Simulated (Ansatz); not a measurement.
# Se on Mg(0001): change of the work function

How does Se on the fcc site change the work function of Mg(0001) as the layer fills?

Program: Ansatz 0.2.0. Level of theory: plane-wave DFT, PBE, Ansatz PAW. Values are calculated unless marked as measured.

## (1) The starting structure

The cell holds 4 atoms: 4 Mg. Cell: a = 3.210 Å, b = 3.210 Å, c = 25.820 Å, α = 90.0°, β = 90.0°, γ = 60.0°. Vacuum lies along c.

Structure file:

```cif
data_structure
_symmetry_space_group_name_H-M 'P 1'
_symmetry_Int_Tables_number 1
_cell_length_a 3.2100
_cell_length_b 3.2100
_cell_length_c 25.8196
_cell_angle_alpha 90.000
_cell_angle_beta 90.000
_cell_angle_gamma 60.000
_cell_volume 230.40
loop_
_atom_site_label
_atom_site_type_symbol
_atom_site_fract_x
_atom_site_fract_y
_atom_site_fract_z
_atom_site_occupancy
Mg1 Mg 0.66667 0.66667 0.34857 1
Mg2 Mg 0.00000 0.00000 0.44952 1
Mg3 Mg 0.66667 0.66667 0.55048 1
Mg4 Mg 0.00000 0.00000 0.65143 1
```

## (2) The clean slab

The bare slab comes first, as the zero from which every change is counted. The two lowest layers are held at bulk places and the upper ones relax. The dipole correction removes the false field that a one-sided slab makes across the periodic vacuum, so each face gets a flat vacuum level of its own.

Input file input.yaml:

```yaml
crystal:
  lattice:
    - [3.21, 0.0, 0.0]
    - [1.605, 2.7799415461, 0.0]
    - [0.0, 0.0, 25.81956]
  atoms:
    - { symbol: Mg, position: [0.6666666667, 0.6666666667, 0.3485729424] }
    - { symbol: Mg, position: [0.0, 0.0, 0.4495243141] }
    - { symbol: Mg, position: [0.6666666667, 0.6666666667, 0.5504756859] }
    - { symbol: Mg, position: [0.0, 0.0, 0.6514270576] }
kpoints:
  mp_grid: { grid: [12, 12, 1] }
hamiltonian:
  xc: pbe
scf:
  occupations: { method: fermi_dirac, width: 0.1 }
  convergence: { dr2_threshold: 1.0e-08 }
efield:
  axis: 3
  dipole_correction: true
  ramp_position: 0.97
  ramp_width: 0.06
relax:
  f_tol: 0.02
  max_steps: 60
  constraints: [{ sites: [0, 1] }]
output:
  write_potential: true
  write_density: true
  volumetric_format: npy
```

Started as:

```
$ ansatz run input.yaml --threads 4 --pin off --max-ram 16384MiB --backend cpu --events-out ev --progress --plain --runs-dir out
```

Output:

```text
Engine: ansatz 0.2.0, aarch64-unknown-linux-gnu
Pseudopotentials: kind: paw
Pseudopotential: Mg, paw, valence charge 10, recommended cutoff 420 eV (normal), Mg.paw.azcp
Functional definition: PBE
  parameter kappa = 0.804
  parameter beta = 0.066725
  exchange = pbe_x(kappa = kappa, mu = beta*pi^2/3)
  correlation = pbe_c(beta = beta)
Crystal: 4 atoms, lattice volume = 230.404 Å³
Basis set: ecut = 420 eV, 4575 PW (Γ), exchange–correlation on 48×48×360 points (8 copies of the dense FFT grid, shifted against one another)
Bands: 24, of which v1, the nominal top of the filled ones, is band 20 counted from 1 (19 counted from 0)
Symmetry: 6 space group operations
k-points: 19 of 144 (time reversal used)
Non-local potential: Mg, projectors of the file, l = 0: 3, l = 1: 2, l = 2: 1
PAW form: soft (Blöchl's): semilocal exchange-correlation on the pseudo side does not see the compensation charge
PAW one-centre angular grid: Mg, 110 points (default); XC on 64 Gauss nodes
Initial density: superposition of atomic densities (neutral atoms: chi_scale 0, normalization atom), corrected by the library's trained network
Initial wavefunctions: pseudopotential atomic-orbital guess
Functional: x = pbe(κ = 0.804, μ = 0.219515), c = pbe(β = 0.066725)
SCF iter   1: F=—  HF=-7694.613554 eV  |F-HF|=—  |Δ(HF+E_count)|=         —  Δρ=7.47e-4  dr2=5.39e-3  ethr=1.77e-3  p=0.000 e·Å  D=2.46e-14 V/Å  ΔV_dip=-0.00 eV  dr2_dipole=1.19e-8  V_vac-E_F(+/−)=3.79/3.79 eV  ⟨swp⟩=8.1  Hψ=2477  notcnv=0
efield: sawtooth ramp at fractional position 0.9700 (set: `efield.ramp_position`, or a place that a band, a saddle search or an elastic batch's reference lends), width 0.0600; the density the first Hamiltonian is built on has a dipole p = 0.000 e·Å; the dipole correction subtracts the counter field D = 2.46e-14 V/Å, which shifts the + side's vacuum level by -0.00 eV against the − side's; the planar-averaged density in the ramp window peaks in size at 1.5e-5 e/Å³
preconditioner: auto → LDOS  [metal: Δε(μ)=0.163 eV  Ē_g=4.548 eV  σ=0.100 eV  W_gap=0.39  n_scr=16 (ndim 8)  ℏωp=6.9 eV  f_vac=0.528  D(μ)=2.23/eV (n_scr^D=10)  β→1.0]
SCF iter   2: F=—  HF=-7694.613895 eV  |F-HF|=—  |Δ(HF+E_count)|=   3.41e-4  Δρ=2.82e-4  dr2=3.90e-4  ethr=1.35e-5  p=0.000 e·Å  D=1.21e-5 V/Å  ΔV_dip=-0.00 eV  dr2_dipole=1.36e-8  V_vac-E_F(+/−)=3.82/3.82 eV  ⟨swp⟩=2.1  Hψ=706  notcnv=0
SCF iter   3: F=—  HF=-7694.613927 eV  |F-HF|=—  |Δ(HF+E_count)|=   3.18e-5  Δρ=9.30e-5  dr2=4.23e-5  ethr=9.74e-7  p=-0.000 e·Å  D=-5.78e-8 V/Å  ΔV_dip=0.00 eV  dr2_dipole=1.56e-10  V_vac-E_F(+/−)=3.80/3.80 eV  ⟨swp⟩=2.3  Hψ=617  notcnv=0
SCF iter   4: F=—  HF=-7694.613950 eV  |F-HF|=—  |Δ(HF+E_count)|=   2.27e-5  Δρ=2.68e-5  dr2=4.91e-6  ethr=1.06e-7  p=-0.000 e·Å  D=-1.87e-7 V/Å  ΔV_dip=0.00 eV  dr2_dipole=4.57e-11  V_vac-E_F(+/−)=3.79/3.79 eV  ⟨swp⟩=2.0  Hψ=527  notcnv=0
SCF iter   5: F=—  HF=-7694.613928 eV  |F-HF|=—  |Δ(HF+E_count)|=   2.16e-5  Δρ=6.90e-6  dr2=4.91e-7  ethr=1.23e-8  p=-0.000 e·Å  D=-1.87e-7 V/Å  ΔV_dip=0.00 eV  dr2_dipole=4.51e-11  V_vac-E_F(+/−)=3.79/3.79 eV  ⟨swp⟩=2.1  Hψ=509  notcnv=0
SCF iter   6: F=—  HF=-7694.613928 eV  |F-HF|=—  |Δ(HF+E_count)|=   2.89e-7  Δρ=1.60e-6  dr2=2.03e-8  ethr=1.23e-9  p=-0.000 e·Å  D=-9.95e-8 V/Å  ΔV_dip=0.00 eV  dr2_dipole=1.03e-12  V_vac-E_F(+/−)=3.79/3.79 eV  ⟨swp⟩=2.0  Hψ=530  notcnv=0
SCF iter   7: F=-7694.613928 eV  HF=-7694.613928 eV  |F-HF|=7.70e-10  |Δ(HF+E_count)|=   7.81e-9  Δρ=3.80e-7  dr2=3.37e-10  ethr=2.50e-11  p=-0.000 e·Å  D=-9.49e-9 V/Å  ΔV_dip=0.00 eV  dr2_dipole=6.65e-13  V_vac-E_F(+/−)=3.79/3.79 eV  ⟨swp⟩=8.7  Hψ=2636  notcnv=0
SCF 1 converged in 7 iterations: F = -7694.613928 eV  dr2 = 3.37e-10
  greatest PAW one-centre occupation: 1.000 electrons in one spin orbital (limit 2), on the Mg atom at site 2 (counted from 0), in its partial waves of l = 0
relax step   1: F+E_penalty+E_count = -7694.61392834 eV  Δ(F+E_penalty+E_count) = +0.000e0 eV  max|allowed force component| = 4.415e-2 eV/Å  Δτ_max = 0.0000 Å  (7 SCF iters, accepted)
Initial density: handed on by an earlier stage of this run
Initial wavefunctions: those handed on with the density
iter 1 solved again at ethr=7.55e-6 eV; its pass at ethr=3.10e-3 eV (dr2=3.02e-3 eV) is discarded
SCF iter   1: F=—  HF=-7694.614720 eV  |F-HF|=—  |Δ(HF+E_count)|=         —  Δρ=2.19e-4  dr2=9.85e-4  ethr=7.55e-6  p=-0.000 e·Å  D=-2.58e-8 V/Å  ΔV_dip=0.00 eV  dr2_dipole=5.18e-5  V_vac-E_F(+/−)=3.79/3.79 eV  ⟨swp⟩=2.3  Hψ=1585  notcnv=0
efield: sawtooth ramp at fractional position 0.9700 (set: `efield.ramp_position`, or a place that a band, a saddle search or an elastic batch's reference lends), width 0.0600; the density the first Hamiltonian is built on has a dipole p = -0.000 e·Å; the dipole correction subtracts the counter field D = -2.58e-8 V/Å, which shifts the + side's vacuum level by +0.00 eV against the − side's; the planar-averaged density in the ramp window peaks in size at 3.7e-7 e/Å³
preconditioner: auto → LDOS  [metal: Δε(μ)=0.173 eV  Ē_g=4.535 eV  σ=0.100 eV  W_gap=0.41  n_scr=16 (ndim 8)  ℏωp=6.9 eV  f_vac=0.529  D(μ)=2.24/eV (n_scr^D=10)  β→1.0]
SCF iter   2: F=—  HF=-7694.614661 eV  |F-HF|=—  |Δ(HF+E_count)|=   5.90e-5  Δρ=7.35e-5  dr2=3.77e-5  ethr=2.46e-6  p=-0.000 e·Å  D=-6.75e-5 V/Å  ΔV_dip=0.00 eV  dr2_dipole=1.71e-6  V_vac-E_F(+/−)=3.79/3.79 eV  ⟨swp⟩=2.0  Hψ=503  notcnv=0
SCF iter   3: F=—  HF=-7694.614690 eV  |F-HF|=—  |Δ(HF+E_count)|=   2.95e-5  Δρ=2.08e-5  dr2=3.89e-6  ethr=9.43e-8  p=0.000 e·Å  D=9.60e-5 V/Å  ΔV_dip=-0.00 eV  dr2_dipole=1.73e-10  V_vac-E_F(+/−)=3.79/3.79 eV  ⟨swp⟩=2.0  Hψ=776  notcnv=0
SCF iter   4: F=—  HF=-7694.614664 eV  |F-HF|=—  |Δ(HF+E_count)|=   2.60e-5  Δρ=5.71e-6  dr2=4.02e-7  ethr=9.73e-9  p=0.000 e·Å  D=1.11e-4 V/Å  ΔV_dip=-0.00 eV  dr2_dipole=1.70e-8  V_vac-E_F(+/−)=3.79/3.79 eV  ⟨swp⟩=2.0  Hψ=522  notcnv=0
SCF iter   5: F=-7694.614664 eV  HF=-7694.614664 eV  |F-HF|=2.90e-9  |Δ(HF+E_count)|=   3.01e-8  Δρ=1.43e-6  dr2=7.83e-9  ethr=2.50e-11  p=0.000 e·Å  D=1.31e-4 V/Å  ΔV_dip=-0.00 eV  dr2_dipole=1.09e-9  V_vac-E_F(+/−)=3.79/3.79 eV  ⟨swp⟩=7.8  Hψ=2951  notcnv=0
SCF 2 converged in 5 iterations: F = -7694.614664 eV  dr2 = 7.83e-9
  greatest PAW one-centre occupation: 1.000 electrons in one spin orbital (limit 2), on the Mg atom at site 1 (counted from 0), in its partial waves of l = 0
relax step   2: F+E_penalty+E_count = -7694.61466413 eV  Δ(F+E_penalty+E_count) = -7.358e-4 eV  max|allowed force component| = 1.544e-2 eV/Å  Δτ_max = 0.0287 Å  (5 SCF iters, accepted)
NSCF: frozen V_eff on 19 k-points
the band table was solved once a step of the walk had ended and its energy, with any forces and stress, was formed, with the checks that follow a solve (2497 applications of the Hamiltonian). They found nothing against the state; the energy, forces and stress were not computed again (output.eigenvalues in the input reference)
WARN: The output density's exchange-correlation potential varies sharply where the density is thin. Do not read a vacuum level from v_tot or v_xc, or from such a field of the output density. On a cell that repeats whose density bears no net charge and no dipole along the vacuum's axis use v_es (v_loc + v_h of the components); under efield.dipole_correction with no amplitude use v_es + v_field, which holds any externa [...]
SCF converged after 5 iterations
Free energy (F): -7694.614664 eV
Harris-Foulkes:  -7694.614664 eV  (|F-HF|=2.90e-9)
Internal energy: -7694.543245 eV  (E = F + TS)
E sigma→0 (E₀):  -7694.578954 eV
Entropy (-TS):   -0.071420 eV (-17.855 meV/atom)
Fermi energy:    0.029478 eV
Dipole field:    D = 0.000172 V/Å  (p = 0.000219 e·Å, saw-weighted, corrected)
Work function:   Φ+ = 3.7873 eV   Φ− = 3.7918 eV
Levels:          The Fermi level and band energies are counted from a zero that moves with the ramp; work functions are not
--- Per-component energies (eV) ---
  E_band       = -1655.090313
  E_kinetic    = 297.500953
  E_local      = -32041.579238  (includes V_loc(G=0)·N_el)
  E_nonlocal   = 383.077103
  E_hartree    = 14982.417456
  E_xc         = -112.093321
  E_vxc        = -144.525410  (∫ρ·V_xc dr)
  E_paw        = -1170.697246  (= ΣΔE_a)
  E_vpaw       = -114.398191  (= ΣTr[D̂ρ^β])
  E_aug_tail   = -0.000015  (compensation charges beyond the density's cutoff)
  E_efield     = 0.000000  (sawtooth field / dipole correction)
  E_vefield    = -0.000058  (∫n·V_field dr)
  E_ewald      = 9966.831063
  E_smearing   = -0.071420  (= −TS)
  E_closure    = -0.000000  (closes the sum)
  Σ components = -7694.614664   (vs F -7694.614664, Δ=0.00e0)
--- Forces (eV/Å), atoms counted from 1 ---
  atom   1  Mg    -0.00000000     0.00000000    -0.04352536
  atom   2  Mg     0.00000000    -0.00000000     0.03942650
  atom   3  Mg    -0.00000000     0.00000000    -0.01135302
  atom   4  Mg     0.00000000    -0.00000000     0.01543563
  max |Σ_I F_I| component: 1.63e-5 eV/Å
--- Band table (eV; the first three rows and the last of 19) ---
  k-point 0: bands = [... 16 lower, -6.5118, -5.7358, -4.4563, -2.7079, -0.9499, 1.2324, 2.8336, 3.6962]
  k-point 1: bands = [... 16 lower, -6.3761, -5.6010, -4.3227, -2.5750, -0.8237, 1.3598, 2.9633, 3.8279]
  k-point 2: bands = [... 16 lower, -5.9704, -5.1979, -3.9232, -2.1781, -0.4451, 1.7374, 3.3475, 4.2198]
  k-point 18: bands = [... 16 lower, -0.2640, -0.2571, -0.2503, 0.4095, 0.4203, 0.4303, 1.5893, 2.1911]
--- Relaxed structure (2 steps of the walk, 2 accepted, 0 SCFs on fresh bases) ---
  F+E_penalty+E_count = -7694.61466413 eV   max|allowed force component| = 1.544e-2 eV/Å
  atoms:
    - { symbol: Mg, position: [0.666667, 0.666667, 0.348573] }
    - { symbol: Mg, position: [0.0, 0.0, 0.449524] }
    - { symbol: Mg, position: [0.666667, 0.666667, 0.550673] }
    - { symbol: Mg, position: [0, 0, 0.652538] }
```

Wall time 3.6 s (4 threads of Arm Neoverse V1, shared host); peak memory 0.47 GiB; 14 s of CPU time.

Relaxation path:

```
step  energy less that of the first step (eV)  largest force component (eV/Å)
   1                                   0.0000                          0.0442
   2                                  -0.0007                          0.0154
```

The run keeps the 6 symmetry operations that the program found, so distortions that break them were not tested.

The atoms that moved most (Å):

```
atom     dx     dy     dz  length
 Mg4  0.000  0.000  0.029   0.029
 Mg3  0.000  0.000  0.005   0.005
```

Read from the output:

```yaml
energy_at_zero_smearing: -7694.5790 eV
work_function_upper_face: 3.787 eV
dipole_along_the_normal: 2.19e-4 e·Å
```

Running mean over 2.60652 Å of the planar mean; the ramp of the sawtooth is left out. The electron's electrostatic potential energy less the Fermi level by z:

```
z (Å)  electron's electrostatic potential energy less the Fermi level (eV)
  3.5                                                                 3.79
  4.0                                                                 3.79
  4.5                                                                 3.79
  5.0                                                                 3.78
  5.5                                                                 3.74
  6.0                                                                 3.64
  6.5                                                                 3.35
  7.0                                                                 2.60
  7.5                                                                0.686
  8.0                                                                -2.09
  8.5                                                                -3.58
  9.0                                                                -4.02
  9.5                                                                -4.07
 10.0                                                                -4.04
 10.5                                                                -4.02
 11.0                                                                -4.01
 11.5                                                                -4.00
 12.0                                                                -3.99
 12.5                                                                -3.98
 13.0                                                                -3.98
 13.5                                                                -3.99
 14.0                                                                -4.00
 14.5                                                                -3.99
 15.0                                                                -3.95
 15.5                                                                -3.89
 16.0                                                                -3.97
 16.5                                                                -4.06
 17.0                                                                -3.95
 17.5                                                                -3.30
 18.0                                                                -1.31
 18.5                                                                 1.45
 19.0                                                                 2.90
 19.5                                                                 3.47
 20.0                                                                 3.68
 20.5                                                                 3.75
 21.0                                                                 3.78
 21.5                                                                 3.78
 22.0                                                                 3.79
 22.5                                                                 3.79
```

The relaxation took 2 steps and lowered the energy by 7.4e-4 eV; the largest force on the free atoms ends at 0.015 eV/Å.

The work function of the upper face is 3.79 eV.

(Continued in part 2 of 4.)

[Long decimals in the printed logs are rounded to 6 places.]

[Logs are printed without paths, hosts, clocks, repeated set-up lines and the standing remarks that a program may print on its own settings, such as how far it seeks lower states.]

[Hosts, paths, dates, database ids (printed as entryN), source tags and the programs' standing remarks are cut or masked in the printed files.]

[Maps of the electrostatic potential energy from Ansatz leave out the sawtooth potential of an applied field or a dipole correction, so their vacuum need not be flat; planar profiles and work functions include it.]
